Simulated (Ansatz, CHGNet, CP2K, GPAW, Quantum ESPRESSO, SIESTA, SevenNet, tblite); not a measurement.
# Running random packing of 61Li2S-17P2S5-22LiCl (mol %) (62 atoms) with CP2K, part 2 of 2

How do the settings of CP2K change the result for random packing of 61Li2S-17P2S5-22LiCl (mol %) (62 atoms)? A plane-wave run serves as the yardstick.

Program: CP2K 2026.2; the method stands at each step. Banners, paths, timers and routine set-up lines are dropped from the logs unmarked, and long logs keep their key lines alone; longer cuts are marked.

So far. Step 2 (PBE, DZVP-MOLOPT-SR, 600/50 Ry, diagonalisation): Forces lie 7.1 % from the reference's, at 0.45 times its CPU time. Step 3 (PBE, SZV-MOLOPT-SR, 600/50 Ry, diagonalisation): Against the first run (7.1 %), the force difference from the reference is 140 %, at 0.68 times the CPU time (on 1 against 2 cores), with 196 basis functions against 624: the smaller basis costs accuracy.

**4. PBE, DZVP-MOLOPT-SR, 600/70 Ry, diagonalisation**

Method: Kohn-Sham DFT, PBE, GTH-PBE pseudopotentials, Gaussian and plane waves, DZVP-MOLOPT-SR-GTH, diagonalisation.

Input file input.inp:

```
&GLOBAL
  PROJECT cell
  RUN_TYPE ENERGY_FORCE
  PRINT_LEVEL LOW
&END GLOBAL
&FORCE_EVAL
  METHOD QS
  STRESS_TENSOR ANALYTICAL
  &DFT
    BASIS_SET_FILE_NAME BASIS_MOLOPT
    POTENTIAL_FILE_NAME GTH_POTENTIALS
    &MGRID
      CUTOFF 600
      REL_CUTOFF 70
      NGRIDS 5
    &END MGRID
    &QS
      EPS_DEFAULT 1.0E-12
    &END QS
    &SCF
      SCF_GUESS ATOMIC
      EPS_SCF 1.0E-06
      MAX_SCF 200
      ADDED_MOS 14
      &DIAGONALIZATION
        ALGORITHM STANDARD
      &END DIAGONALIZATION
      &SMEAR ON
        METHOD FERMI_DIRAC
        ELECTRONIC_TEMPERATURE [K] 580
      &END SMEAR
      &MIXING
        METHOD BROYDEN_MIXING
        ALPHA 0.3
        NBROYDEN 8
      &END MIXING
      &PRINT
        &RESTART OFF
        &END RESTART
      &END PRINT
    &END SCF
    &XC
      &XC_FUNCTIONAL PBE
      &END XC_FUNCTIONAL
    &END XC
    &PRINT
      &MULLIKEN ON
      &END MULLIKEN
      &LOWDIN ON
      &END LOWDIN
      &MO ON
        EIGENVALUES T
        OCCUPATION_NUMBERS T
        MO_INDEX_RANGE 135 158
        &EACH
          QS_SCF 0
        &END EACH
        ADD_LAST NUMERIC
      &END MO
    &END PRINT
  &END DFT
  &SUBSYS
    &CELL
      A 10.73070 0.00000 0.00000
      B 0.00000 10.73070 0.00000
      C 0.00000 0.00000 10.73070
    &END CELL
    &COORD
[... 62 atom lines left out: the same atoms as in the first run ...]
    &END COORD
    &KIND Li
      BASIS_SET DZVP-MOLOPT-SR-GTH-q3
      POTENTIAL GTH-PBE-q3
    &END KIND
    &KIND S
      BASIS_SET DZVP-MOLOPT-SR-GTH-q6
      POTENTIAL GTH-PBE-q6
    &END KIND
    &KIND P
      BASIS_SET DZVP-MOLOPT-SR-GTH-q5
      POTENTIAL GTH-PBE-q5
    &END KIND
    &KIND Cl
      BASIS_SET DZVP-MOLOPT-SR-GTH-q7
      POTENTIAL GTH-PBE-q7
    &END KIND
  &END SUBSYS
  &PRINT
    &FORCES ON
    &END FORCES
    &STRESS_TENSOR ON
    &END STRESS_TENSOR
  &END PRINT
&END FORCE_EVAL
```

Run with:

```
$ OMP_NUM_THREADS=2 cp2k.psmp -i input.inp > output.txt
```

Numbers of over 12 decimals in the logs are rounded to 6 here.

The program printed:

```text
CP2K| version string:                                       CP2K version 2026.2
 CP2K| Input file name                                                 input.inp
 GLOBAL| Basis set file name                                        BASIS_MOLOPT
 GLOBAL| Potential file name                                      GTH_POTENTIALS
 GLOBAL| Run type                                                   ENERGY_FORCE
 GLOBAL| Total number of message passing processes                             1
 GLOBAL| Number of threads for this process                                    2
 TOTAL NUMBERS AND MAXIMUM NUMBERS
  Total number of            - Atomic kinds:                                   4
                             - Atoms:                                         62
[... lines left out ...]
                        Smear method:                                FERMI_DIRAC
[... lines left out ...]
 Number of electrons:                                                        292
[... lines left out ...]
  Step     Update method      Time    Convergence         Total energy    Change
[... lines left out ...]
  *** SCF run converged in    33 steps ***
[... lines left out ...]
  Fermi energy:                                                 0.082722
  Total energy:                                              -559.639367
  Total energy (extrapolated to T->0):                       -559.632438
[... lines left out ...]
 MO| E(Fermi):            0.082722 a.u.          2.250980 eV
[... lines left out ...]
       1     Li       1          2.742201                              0.257799
       2     Li       1          2.721738                              0.278262
       3     Li       1          2.543919                              0.456081
[...]
# Total charge                            292.000000                 -0.000000
 !-----------------------------------------------------------------------------!
 LOWDIN POPULATION ANALYSIS
 #  Atom  Element  Kind  Atomic population                           Net charge
[...]
61     Cl       4          7.035577                             -0.035577
      62     Cl       4          7.151428                             -0.151428
 # Total charge                            292.000000                 -0.000000
 ENERGY| Total FORCE_EVAL ( QS ) energy [hartree]           -559.639364
 FORCES| Atomic forces [hartree/bohr]
 FORCES|   Atom     x               y               z               |f|
 FORCES|      1  4.66919729E-03  8.68828033E-03 -2.86211783E-03   1.02703134E-02
 FORCES|      2 -2.51625910E-03 -1.24477366E-03  2.75558055E-03   3.93373175E-03
 FORCES|      3  1.63774404E-02 -2.79792428E-03 -1.23552068E-02   2.07050735E-02
[...]
FORCES|     61 -3.10013648E-03  9.59950854E-03 -1.24390889E-02   1.60153783E-02
 FORCES|     62  1.35564036E-02 -1.29186169E-02  1.50838133E-03   1.87867495E-02
 FORCES| Sum    -3.50396012E-05  2.05277577E-05  2.86516878E-05
 FORCES| Total atomic force                                       4.96999165E-05
 STRESS| Analytical stress tensor [bar]
 STRESS|                        x                   y                   z
 STRESS|      x       -6.34424577793E+03  -2.88243886637E+03  -3.39240676451E+02
 STRESS|      y       -2.88243886637E+03  -5.05381300100E+03   3.26680214681E+03
 STRESS|      z       -3.39240676451E+02   3.26680214681E+03   2.22588939037E+01
 STRESS| 1/3 Trace                                            -3.79193329501E+03
```

Wall time 4 min (2 threads of Arm Neoverse V2, shared host); peak memory 2.9 GiB.

Compared with the plane-wave run:

```
r.m.s. force component                          : 0.6292 eV/Å
r.m.s. difference of force components           : 43.84 meV/Å
longest difference of force vectors             : 200.7 meV/Å
force difference over r.m.s. force              : 7.12 %
slope of forces against the reference's         : 1.02
correlation of force components                 : 0.9978
pressure                                        : -0.3792 GPa
pressure difference                             : 0.2675 GPa
energy less the same-level run's                : 0.0001 meV/atom
r.m.s. force difference from the same-level run : 0.001 meV/Å
```

Against the first run (7.1 %), the force difference from the reference is 7.1 %, at 1.3 times the CPU time: the change moves forces by under 0.01 meV/Å r.m.s., so most of the difference comes from elsewhere.

**5. PBE, DZVP-MOLOPT-SR, 420/50 Ry, diagonalisation**

Method: Kohn-Sham DFT, PBE, GTH-PBE pseudopotentials, Gaussian and plane waves, DZVP-MOLOPT-SR-GTH, diagonalisation.

Changes to input.inp since step 4:

```diff
@@ -12,5 +12,4 @@
     &MGRID
-      CUTOFF 600
-      REL_CUTOFF 70
-      NGRIDS 5
+      CUTOFF 420
+      REL_CUTOFF 50
     &END MGRID
@@ -67,5 +66,6 @@
     &END CELL
-    &COORD
-[... 62 atom lines left out: the same atoms as in the first run ...]
-    &END COORD
+    &TOPOLOGY
+      COORD_FILE_NAME structure.xyz
+      COORD_FILE_FORMAT XYZ
+    &END TOPOLOGY
     &KIND Li
```

Input file structure.xyz:

```xyz
62

Li 10.42166 0.05891 6.18958
Li 4.38188 8.68586 1.65832
Li 10.51973 5.40924 4.61431
Li 7.18528 0.30765 1.02081
Li 3.42095 2.89117 6.01874
Li 5.11919 5.40516 8.78973
Li 1.70532 3.87679 10.72941
Li 7.87075 9.13923 7.92516
Li 9.10822 3.70842 10.24084
Li 1.99097 1.19422 3.76551
Li 0.80405 9.13204 8.83448
Li 0.26269 1.81510 8.55827
Li 9.31339 3.61871 6.98429
Li 4.53833 0.57935 8.24515
Li 8.69959 3.56528 3.06565
Li 5.03377 2.34605 1.69309
Li 6.04954 10.53240 5.86722
Li 4.70981 7.29194 6.48285
Li 7.38058 6.40408 3.05782
Li 1.56668 9.01776 2.91768
[... 38 atom lines left out ...]
Cl 2.74148 8.38433 7.77042
Cl 10.15682 6.25739 6.78255
Cl 0.82337 8.32305 0.51389
Cl 2.99301 6.63780 10.29525
```

The program printed:

```text
CP2K| version string:                                       CP2K version 2026.2
 CP2K| Input file name                                                 input.inp
 GLOBAL| Basis set file name                                        BASIS_MOLOPT
 GLOBAL| Potential file name                                      GTH_POTENTIALS
 GLOBAL| Run type                                                   ENERGY_FORCE
 GLOBAL| Total number of message passing processes                             1
 GLOBAL| Number of threads for this process                                    2
 TOTAL NUMBERS AND MAXIMUM NUMBERS
  Total number of            - Atomic kinds:                                   4
                             - Atoms:                                         62
[... lines left out ...]
                        Smear method:                                FERMI_DIRAC
[... lines left out ...]
 Number of electrons:                                                        292
[... lines left out ...]
  Step     Update method      Time    Convergence         Total energy    Change
[... lines left out ...]
  *** SCF run converged in    33 steps ***
[... lines left out ...]
  Fermi energy:                                                 0.082724
  Total energy:                                              -559.639462
  Total energy (extrapolated to T->0):                       -559.632533
[... lines left out ...]
 MO| E(Fermi):            0.082724 a.u.          2.251025 eV
[... lines left out ...]
       1     Li       1          2.742168                              0.257832
       2     Li       1          2.721677                              0.278323
       3     Li       1          2.543879                              0.456121
[...]
# Total charge                            292.000000                 -0.000000
 !-----------------------------------------------------------------------------!
 LOWDIN POPULATION ANALYSIS
 #  Atom  Element  Kind  Atomic population                           Net charge
[...]
61     Cl       4          7.035585                             -0.035585
      62     Cl       4          7.151437                             -0.151437
 # Total charge                            292.000000                 -0.000000
 ENERGY| Total FORCE_EVAL ( QS ) energy [hartree]           -559.639459
 FORCES| Atomic forces [hartree/bohr]
 FORCES|   Atom     x               y               z               |f|
 FORCES|      1  4.61908997E-03  8.72999537E-03 -2.78220017E-03   1.02610647E-02
 FORCES|      2 -2.54213012E-03 -1.31866698E-03  2.79459836E-03   4.00138578E-03
 FORCES|      3  1.63073615E-02 -2.82449082E-03 -1.23814228E-02   2.06689966E-02
[...]
FORCES|     61 -3.10082125E-03  9.60196002E-03 -1.24402752E-02   1.60179017E-02
 FORCES|     62  1.35575398E-02 -1.29183269E-02  1.50799381E-03   1.87873389E-02
 FORCES| Sum    -5.30648888E-04  2.35028327E-04  3.83395259E-04
 FORCES| Total atomic force                                       6.95570615E-04
 STRESS| Analytical stress tensor [bar]
 STRESS|                        x                   y                   z
 STRESS|      x       -6.30274491299E+03  -2.88254589462E+03  -3.39182060576E+02
 STRESS|      y       -2.88254589462E+03  -5.01836893075E+03   3.26688030417E+03
 STRESS|      z       -3.39182060576E+02   3.26688030417E+03   5.91806230857E+01
 STRESS| 1/3 Trace                                            -3.75397774022E+03
```

Elapsed: 2.7 min, on 2 threads; peak memory 1.8 GiB; 5.1 min of CPU time.

Against the reference:

- r.m.s. force component: 0.6291 eV/Å
- r.m.s. difference of force components: 43.84 meV/Å
- longest difference of force vectors: 200.7 meV/Å
- force difference over r.m.s. force: 7.12 %
- slope of forces against the reference's: 1.02
- correlation of force components: 0.9978
- pressure: -0.3754 GPa
- pressure difference: 0.2713 GPa
- energy less the same-level run's: -0.0415 meV/atom
- r.m.s. force difference from the same-level run: 1.675 meV/Å

Against the first run (7.1 %), the force difference from the reference is 7.1 %, at 0.90 times the CPU time: the change moves forces by 1.7 meV/Å r.m.s., so most of the difference comes from elsewhere.

**6. All runs compared**

Differences are against the plane-wave reference, forces as r.m.s. over components; share is that over the reference's r.m.s. force, slope the least-squares factor from reference forces to these. Total energies of different programs have different zeros and aren't compared.

```csv
run,"Δ force, r.m.s. (meV/Å)",share (%),slope,Δ pressure (GPa),cores,CPU time,memory (GiB)
reference,-,-,-,-,2,13 min,2.5
"CP2K PBE, DZVP-MOLOPT-SR, 600/50 Ry, diagonalisation",43.8,7.12,1.020,0.268,2,5.7 min,2.9
"CP2K PBE, SZV-MOLOPT-SR, 600/50 Ry, diagonalisation (coarse)",861,140,1.400,5.85,1,3.8 min,2.8
"CP2K PBE, DZVP-MOLOPT-SR, 600/70 Ry, diagonalisation",43.8,7.12,1.020,0.268,2,7.4 min,2.9
"CP2K PBE, DZVP-MOLOPT-SR, 420/50 Ry, diagonalisation (coarse)",43.8,7.12,1.020,0.271,2,5.1 min,1.8
```

Rows marked coarse were listed beforehand as settings not expected to be converged; some can still land near the reference.

CPU time is summed over cores on a shared host, where runs went side by side, so it is rough. Symmetry, cutoffs, thresholds, outputs and thread counts weren't matched or tuned between programs; memory under MPI is the largest rank's times the ranks.

Mean charges by element (e), by run and scheme:

```csv
run,scheme,Li,S,P,Cl
"CP2K PBE, DZVP-MOLOPT-SR, 600/50 Ry, diagonalisation",Mulliken,+0.25,-0.19,-0.09,-0.27
"CP2K PBE, DZVP-MOLOPT-SR, 600/70 Ry, diagonalisation",Mulliken,+0.25,-0.19,-0.09,-0.27
"CP2K PBE, DZVP-MOLOPT-SR, 420/50 Ry, diagonalisation",Mulliken,+0.25,-0.19,-0.09,-0.27
```

Within one program, basis, potentials and functional, energies share a zero. Each run against its twin at the usual cutoff or grid and solver:

```csv
run,twin,Δ energy (meV/atom),"Δ force, r.m.s. (meV/Å)",CPU time over the twin's
"CP2K PBE, DZVP-MOLOPT-SR, 600/70 Ry, diagonalisation","DZVP-MOLOPT-SR, 600/50 Ry, diagonalisation",1.0e-4,0.001,1.3
"CP2K PBE, DZVP-MOLOPT-SR, 420/50 Ry, diagonalisation","DZVP-MOLOPT-SR, 600/50 Ry, diagonalisation",-0.0415,1.68,0.90
```

A second geometry, displaced anew (every atom was moved at random, 0.08 Å r.m.s. a Cartesian component), gives an energy difference that all programs can be tested on. The reference puts it at 6.683 meV/atom.

```csv
run,energy less the first geometry's (meV/atom),error (meV/atom),force share at the second geometry (%)
"CP2K PBE, DZVP-MOLOPT-SR, 600/50 Ry, diagonalisation",7.772,1.09,6.86
"CP2K PBE, SZV-MOLOPT-SR, 600/50 Ry, diagonalisation",10.48,3.80,116
"CP2K PBE, DZVP-MOLOPT-SR, 600/70 Ry, diagonalisation",7.772,1.09,6.86
"CP2K PBE, DZVP-MOLOPT-SR, 420/50 Ry, diagonalisation",7.783,1.10,6.85
```

Further runs of this program without a result: CP2K GFN1-xTB, diagonalisation (not converged).

**7. Results**

```yaml
nearest_in_forces: a tie at 7.1 % of 3 runs: CP2K PBE, DZVP-MOLOPT-SR, 600/50 Ry, diagonalisation; CP2K PBE, DZVP-MOLOPT-SR, 600/70 Ry, diagonalisation; CP2K PBE, DZVP-MOLOPT-SR, 420/50 Ry, diagonalisation (coarse)
```

**Reading.** The PBE runs in local orbitals, coarse settings apart, differ by 7.1 % in each run; basis, grid and potentials can all enter. Runs with settings chosen to be coarse differ by 7.1 % (CP2K PBE, DZVP-MOLOPT-SR, 420/50 Ry, diagonalisation) to 140 % (CP2K PBE, SZV-MOLOPT-SR, 600/50 Ry, diagonalisation), their programs' other errors included. Of the electronic-structure runs that take under half the reference's CPU time, CP2K PBE, DZVP-MOLOPT-SR, 600/50 Ry, diagonalisation is among the nearest, at 7.1 % in 5.7 min against 13 min. In pressure, CP2K PBE, SZV-MOLOPT-SR, 600/50 Ry, diagonalisation misses by +5.9 GPa, at the same functional. The mean charges agree among these rows within 0.01 e. The energy difference between the two geometries, 6.68 meV/atom in the reference, is met best by CP2K PBE, DZVP-MOLOPT-SR, 600/50 Ry, diagonalisation (+1.09), CP2K PBE, DZVP-MOLOPT-SR, 600/70 Ry, diagonalisation (+1.09) and CP2K PBE, DZVP-MOLOPT-SR, 420/50 Ry, diagonalisation (coarse) (+1.1) and worst by CP2K PBE, SZV-MOLOPT-SR, 600/50 Ry, diagonalisation (coarse) (+3.8). The reference's pressure holds the uncorrected Pulay stress of its 45 Ry basis, so small pressure differences, and their order, may be the reference's own error. The electronic-structure runs sample only Γ, in a cell whose shortest periodic width is 11 Å, which is coarse for a cell with partly filled levels.

[Also dropped from logs without a mark: logging warnings of Python, and SIESTA's first energy breakdown and zero terms.]

[Logs are printed without paths, hosts, clocks, repeated set-up lines and the standing remarks that a program may print on its own settings, such as how far it seeks lower states.]

[Hosts, paths, dates, database ids (printed as entryN), source tags and the programs' standing remarks are cut or masked in the printed files.]
